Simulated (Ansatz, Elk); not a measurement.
# Cu5Si: X-ray structure factors from the self-consistent density

The structure of Cu5Si used here is made up (a known structure type with other elements) and was relaxed beforehand with PBE. The aim is the Fourier transform of its all-electron density, F(hkl), set beside the sum over free spherical atoms that refinements use.

Calculated with Elk 11.2.3 (patched build); DFT, PBE, all-electron APW+lo, Dirac cores, scalar-relativistic bands, static density, no spin.

This account leaves out most program logs.

The structure was built from a prototype and need not be the compound's stable phase.

## Step 1: The starting structure

The structure is trigonal, space group R32 (No. 155). The conventional cell has a = 4.445 Å, b = 4.445 Å, c = 12.608 Å, α = 90.00°, β = 90.00°, γ = 120.00°. Nearest to Cu lie 10 Cu at 2.55 to 2.60 Å and 2 Si at 2.57 Å. Nearest to Cu lie 3 Si at 2.57 Å and 9 Cu at 2.57 to 2.58 Å. Si has 12 Cu at 2.57 Å nearest. Farther neighbours are not listed.

## Step 2: Ground state and structure factors

An all-electron density is needed, since X-rays see the cores too. Task 0 finds the density and task 195 Fourier-transforms it; tshift is off so that phases refer to the origin typed.

elk.in

```
tasks
  0
  195

xctype
  20

spinpol
  .false.

rgkmax
  7.0

gmaxvr
  14.0

lmaxo
  7

lmaxapw
  8

swidth
  0.002

tshift
  .false.

ramdisk
  .false.

hmaxvr
  5.5

maxscl
  120

epspot
  1e-06

sppath
  './'

avec
  4.19969459717 2.42469480650 7.94189306371
  -4.19969459717 2.42469480650 7.94189306371
  0.00000000000 -4.84938961206 7.94189306400

atoms
  2
  'Cu.in'
  5
  0.1627851855 0.8372148145 0.5000000000   0.000000 0.000000 0.000000
  0.8372148145 0.5000000000 0.1627851855   0.000000 0.000000 0.000000
  0.5000000000 0.1627851855 0.8372148145   0.000000 0.000000 0.000000
  0.3344049046 0.3344049046 0.3344049046   0.000000 0.000000 0.000000
  0.6655950954 0.6655950954 0.6655950954   0.000000 0.000000 0.000000
  'Si.in'
  1
  0.0000000000 -0.0000000000 0.0000000000   0.000000 0.000000 0.000000

ngridk
  6 6 6
```

Command:

```console
$ OMP_NUM_THREADS=4 elk
```

Elapsed: 51 s, on 4 threads of Arm Neoverse V2, shared host; peak memory 0.19 GiB.

SFACRHO.OUT:

```text

h k l indices transformed by vhmat matrix:
   1.000000000       0.000000000       0.000000000    
   0.000000000       1.000000000       0.000000000    
   0.000000000       0.000000000       1.000000000    

      h      k      l  multipl.   |H|            Re(F)            Im(F)           |F|

      0      0      0      1   0.0000000       159.00000      0.79467520E-18   159.00000    
      1      1      1      2  0.79114454      -14.697474      0.52961508E-13   14.697474    
      1      0      0      6  0.90313668      -13.727245      0.16075241E-12   13.727245    
      0     -1     -1      6   1.0120733      -14.777113      0.78112285E-13   14.777113    
     -1     -2     -1      6   1.3633923      -15.504328     -0.53552471E-12   15.504328    
      1      0     -1      3   1.4961053       20.340568      -57.834204       61.306883    
      1     -1      0      3   1.4961053       20.340568       57.834204       61.306883    
      1      2      2      6   1.5763085      -10.634495     -0.11493085E-12   10.634495    
     -2     -2     -2      2   1.5822891       117.85662      0.46598401E-12   117.85662    
      0     -1     -2      6   1.6924068       82.804767       54.984305       99.397703    
      0     -2     -1      6   1.6924068       82.804767      -54.984305       99.397703    
      1     -1      1      6   1.7475660      -14.329223     -0.36471421E-12   14.329223    
      0      2      0      6   1.8062734      -9.8467583      0.19117633E-13   9.8467583    
      2      2      0      6   2.0241467      -10.592657      0.40432072E-13   10.592657    
     -2     -3     -2      6   2.0380974      -12.047441     -0.90802483E-12   12.047441    
     -1     -3     -1      6   2.1732647      -11.353717     -0.10550419E-11   11.353717    
      1      3      2      6   2.1776064       17.213986      -48.571337       51.531506    
     -1     -3     -2      6   2.1776064       17.213986       48.571337       51.531506
```

Elk indexes on the primitive cell of elk.in and gives |H| = 4π sin θ/λ in inverse bohr. Below, one row stands for each form hkl of the conventional cell (m members, Friedel mates merged), F is for one primitive cell and the density is static (no thermal factor). Free-atom factors are Waasmaier and Kirfel's, and R is Σm||F|−|F'||/Σm|F|.

```csv
hkl,m,sin θ/λ (Å⁻¹),"abs F, DFT",neutral atoms,diff.,abs of complex diff.
003,2,0.119,14.697,14.872,-0.174,0.174
101,6,0.136,13.727,13.950,-0.223,0.223
012,6,0.152,14.777,15.037,-0.260,0.260
104,6,0.205,15.504,15.833,-0.329,0.329
110,6,0.225,61.307,62.228,-0.921,0.925
015,6,0.237,10.634,10.890,-0.256,0.256
006,2,0.238,117.857,119.704,-1.847,1.847
113,12,0.255,99.398,101.010,-1.612,1.612
021,6,0.263,14.329,14.607,-0.277,0.277
202,6,0.272,9.847,10.053,-0.207,0.207
024,6,0.304,10.593,10.761,-0.169,0.169
107,6,0.306,12.047,12.243,-0.196,0.196
205,6,0.327,11.354,11.495,-0.142,0.142
116,12,0.328,51.531,52.063,-0.531,0.532
018,6,0.343,9.508,9.633,-0.125,0.125
211,12,0.346,11.129,11.267,-0.138,0.139
122,12,0.353,9.683,9.798,-0.115,0.115
009,2,0.357,10.241,10.334,-0.093,0.093
214,12,0.379,10.323,10.408,-0.085,0.086
027,6,0.380,12.474,12.581,-0.106,0.106
300,6,0.390,90.980,91.358,-0.377,0.377
125,12,0.397,8.846,8.898,-0.052,0.055
```

## Step 3: The highest occupied states alone

An energy window below the Fermi level keeps the highest occupied states, to see at which angles they scatter; shallow core shells can lie inside it and anion s states outside. No new self-consistency is needed.

elk.in, as its differences from that of step 2:

```diff
@@ -1,3 +1,2 @@
 tasks
-  0
   195
@@ -40,2 +39,5 @@
 
+wsfac
+  -0.160860 0.580130
+
 sppath
```

Command:

```console
$ OMP_NUM_THREADS=4 elk
```

Run time: 7.4 s. Hardware: 4 threads; peak memory 0.16 GiB.

States within 12 eV below the Fermi level hold 59.00 electrons; any levels below the window count with the cores. Their amplitudes can exceed the total, where window and core parts have opposite phase:

```csv
hkl,sin θ/λ (Å⁻¹),"abs F, window","abs F, all"
003,0.119,6.949,14.697
101,0.136,6.585,13.727
012,0.152,6.871,14.777
104,0.205,6.764,15.504
110,0.225,16.262,61.307
015,0.237,5.156,10.634
006,0.238,29.291,117.857
113,0.255,23.903,99.398
021,0.263,5.896,14.329
202,0.272,4.671,9.847
```

## Step 4: Another functional

The difference from free atoms is small, so it is set against the change that LDA (Perdew-Wang) makes.

elk.in, as its differences from that of step 3:

```diff
@@ -1,2 +1,3 @@
 tasks
+  0
   195
@@ -4,3 +5,3 @@
 xctype
-  20
+  3
 
@@ -39,5 +40,2 @@
 
-wsfac
-  -0.160860 0.580130
-
 sppath
```

Command:

```console
$ OMP_NUM_THREADS=4 elk
```

Run time: 35 s. Hardware: 4 threads; peak memory 0.16 GiB; 2 min of CPU time.

Against the first run R = 0.08 %; the largest change is -0.093 at 300.

## Step 5: Basis size

The basis and the expansions that go with it are enlarged, to see whether the differences are converged.

elk.in, as its differences from that of step 4:

```diff
@@ -5,3 +5,3 @@
 xctype
-  3
+  20
 
@@ -11,12 +11,12 @@
 rgkmax
-  7.0
+  8.5
 
 gmaxvr
-  14.0
+  18.0
 
 lmaxo
-  7
+  9
 
 lmaxapw
-  8
+  10
```

Command:

```console
$ OMP_NUM_THREADS=4 elk
```

It took 2.1 min on 4 threads; peak memory 0.35 GiB.

Against the first run R = 0.01 %; the largest change is -0.012 at 036.

## Step 6: Settings against the effect

```csv
run,R against the first run (%),"R against neutral atoms, low angle (%)",wall time
"PBE, rgkmax 7",0.00,1.66,51 s
LDA (Perdew-Wang),0.08,1.69,35 s
rgkmax 8.5 with larger expansions,0.01,1.65,2.1 min
```

## Step 7: What came out

```yaml
r_against_neutral_atoms_sin_theta_lambda_0p3_a_minus1: 1.66 %
r_against_neutral_atoms_0p3_to_0p82_a_minus1: 0.56 %
```

Independent neutral atoms miss the calculated amplitudes by R = 1.66 % below 0.3 Å⁻¹ and 0.56 % from there to 0.82 Å⁻¹; by shells, 1.51 % below 0.15 Å⁻¹ (2 forms), 1.67 % 0.15 to 0.3 (8 forms), 0.65 % 0.3 to 0.45 (18 forms), 0.54 % above 0.45 (121 forms). Bonding, aspherical density and the tables' own atoms all enter these figures, and the runs don't part them. The largest change of an amplitude is -1.85 electrons, at 006. The window's part falls from 59.0 electrons at the origin to at most 12.52 between 0.45 and 0.82 Å⁻¹, where compact states inside the window still scatter. Below 0.3 Å⁻¹ the changes that finished (LDA (Perdew-Wang) and rgkmax 8.5 with larger expansions) move F by R = 0.04 % at most, against the 1.66 % that separates it from free atoms. The k-mesh has no finished test. These runs have no spin, though d or f shells may be open. Part of the difference isn't bonding: the tables are fits to free atoms and ions calculated by other methods than this functional. Thermal motion, anomalous dispersion and extinction are left out.

[Logs are printed without paths, hosts, clocks, repeated set-up lines and the standing remarks that a program may print on its own settings, such as how far it seeks lower states.]

[Hosts, paths, dates, database ids (printed as entryN), source tags and the programs' standing remarks are cut or masked in the printed files.]
